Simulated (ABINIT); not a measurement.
An input for ABINIT 10.8.3 (KZnF3 (Pm-3m)):

```
acell 3*1.0 Angstrom
rprim 
  4.050000000000 0.000000000000 0.000000000000
  0.000000000000 4.050000000000 0.000000000000
  0.000000000000 0.000000000000 4.050000000000
ntypat 3
znucl 19 30 9
natom 5
typat 1 2 3 3 3
xred 
  0.000000000000 0.000000000000 0.000000000000
  0.500000000000 0.500000000000 0.500000000000
  0.500000000000 0.500000000000 0.000000000000
  0.000000000000 0.500000000000 0.500000000000
  0.500000000000 0.000000000000 0.500000000000
pp_dirpath "pseudos"
pseudos "K.upf, Zn.upf, F.upf"
ecut 36
ngkpt 6 6 6
nshiftk 1
shiftk 0 0 0
kptopt 1
chksymbreak 0
nband 31
occopt 1
tolvrs 1e-10
nstep 60
prtwf 0
optforces 0
optstress 0
indata_prefix "in"
outdata_prefix "out"
tmpdata_prefix "tmp"
```

```sh
OMP_NUM_THREADS=1 mpirun -n 4 abinit run.abi > log
```

Q: How long will it take on 4 MPI ranks of Arm Neoverse V2, shared host, and how much memory?

It took 35 s; on shared hardware allow 18 s to 71 s. Peak host memory was 0.35 GiB.

[Paths, hosts, dates, memory and timing lines, banners, echoed tables and standing remarks are left out of the program output.]

[Logs are printed without paths, hosts, clocks, repeated set-up lines and the standing remarks that a program may print on its own settings, such as how far it seeks lower states.]

[Runs of the session that timed out or met a known fault of the program may be left out.]

[No measured gap is set beside runs whose start may be inverted or whose files or cutoffs have a known fault.]

[Hosts, paths, dates, database ids (printed as entryN), source tags and the programs' standing remarks are cut or masked in the printed files.]

[G0W0 gaps are taken among the corrected bands and points alone; a level outside them can change the order at an edge.]

[Where Ansatz stands beside ABINIT at settings called matched, ABINIT's density can come from a denser mesh and the files from another edition; pairs whose starting gaps differed by over 0.03 eV were left out, so agreement reads better than it is.]
